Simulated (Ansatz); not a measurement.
SrLi2SnS4 (I-42m), computed twice by G0W0.

```
Li Sr Sn S
1.0
    -3.32950    3.32950    3.95900
     3.32950   -3.32950    3.95900
     3.32950    3.32950   -3.95900
Li Sr Sn S
2 1 1 4
Direct
  0.25000 0.75000 0.50000
  0.75000 0.25000 0.50000
  0.50000 0.50000 0.00000
  0.00000 0.00000 0.00000
  0.03526 0.03526 0.41320
  0.96474 0.37794 0.00000
  0.62206 0.62206 0.58680
  0.37794 0.96474 0.00000
```

The cell and positions come from the Crystallography Open Database and are kept as given unless a step says otherwise.

The first (Ansatz 0.2.0; start PBE, 4×4×4 mesh, 732 empty bands, screening to 150 eV, PAW set soft_1 files; 1 × NVIDIA H100 80GB HBM3 (shared by 6 runs) with 3 threads of AMD EPYC 7R13 (Zen 3), shared host) gave, on its mesh: starting gap 2.67 eV, G0W0 gap 4.12 eV, RPA ε∞ (mean) 4.67, 83 s.

Q: The second changes start from PBE to PBE with 50 % exact exchange. What does it give?

It gave: starting gap 6.35 eV, G0W0 gap 5.45 eV, RPA ε∞ (mean) 3.05, 3.3 min. The G0W0 gap moves by +1.33 eV, +3.67 eV from the start and −2.35 eV from the correction.

Limits: not at the basis limit; no spin-orbit coupling.

[Paths, hosts, dates, memory and timing lines, banners, echoed tables and standing remarks are left out of the program output.]

[Logs are printed without paths, hosts, clocks, repeated set-up lines and the standing remarks that a program may print on its own settings, such as how far it seeks lower states.]

[Runs of the session that timed out or met a known fault of the program may be left out.]

[Cells called generated may have been cut or substituted from an entry of the Crystallography Open Database or the Materials Project.]

[Hosts, paths, dates, database ids (printed as entryN), source tags and the programs' standing remarks are cut or masked in the printed files.]
